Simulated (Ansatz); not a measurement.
# NaEuS2: which shell does photoemission see at 21.2 and 1486.7 eV? (LDA)

The valence band of NaEuS2 mixes several shells. Work out by hand which one leads the spectrum's area at each photon energy.

Filled states come from the projected DOS of Ansatz 0.2.0 (LDA+U, plane waves); cross sections σ and asymmetry parameters β are those of free atoms in a Dirac–Hartree–Slater calculation. A shell's area is states × σ × angular factor, which is 1 + β·P₂(cos θ) for linear light, with θ = 54.7° from the polarisation and P₂ = 0.001.

**At 21.2 eV** (states counted from 9.4 eV below the zero; other shells add 0.039 to the products' sum of 15.4):

```
shell  filled states a cell  cross section (Mb an electron)     β  angular factor  product  share by hand (%)  share in the simulated spectrum (%)
Eu 5p                  0.00                               0  0.00            1.00        0                  0                                    0
Eu 5d                  1.48                            2.63  0.67            1.00     3.89                 25                                   25
Eu 4f                  6.44                           0.206  1.53            1.00     1.33                  9                                    9
 S 3s                  0.10                               0  0.00            1.00        0                  0                                    0
 S 3p                  9.36                            1.08  1.85            1.00     10.1                 66                                   66
```

**At 1486.7 eV** (states counted from 23.8 eV below the zero; other shells add 0.0027 to the products' sum of 0.0342):

| shell | filled states a cell | cross section (Mb an electron) | β | angular factor | product | share by hand (%) | share in the simulated spectrum (%) |
| --- | --- | --- | --- | --- | --- | --- | --- |
| Eu 5p | 5.81 | 0.00175 | 1.71 | 1.00 | 0.0101 | 30 | 30 |
| Eu 5d | 1.92 | 0.000551 | 1.38 | 1.00 | 0.00106 | 3 | 3 |
| Eu 4f | 6.46 | 0.00225 | 1.05 | 1.00 | 0.0145 | 43 | 42 |
| S 3s | 3.34 | 0.000984 | 2.00 | 1.00 | 0.00329 | 10 | 10 |
| S 3p | 9.46 | 0.000255 | 1.12 | 1.00 | 0.00241 | 7 | 7 |

S 3p leads at 21.2 eV and Eu 4f at 1486.7 eV. Between the two energies σ of S 3p changes by a factor 2.4e-4 and that of Eu 4f by 0.011, so their ratio moves 46-fold in favour of the second. The simulated spectrum uses the same rule on the energy-resolved DOS, so the two share columns agree within a few points.

Only crystals where the two columns agree within 4 points and the lead is clear are worked in this form. Free-atom cross sections ignore the solid's final states, no escape depth or background enters, and the count of states a shell hangs on the projection.

[Logs are printed without paths, hosts, clocks, repeated set-up lines and the standing remarks that a program may print on its own settings, such as how far it seeks lower states.]
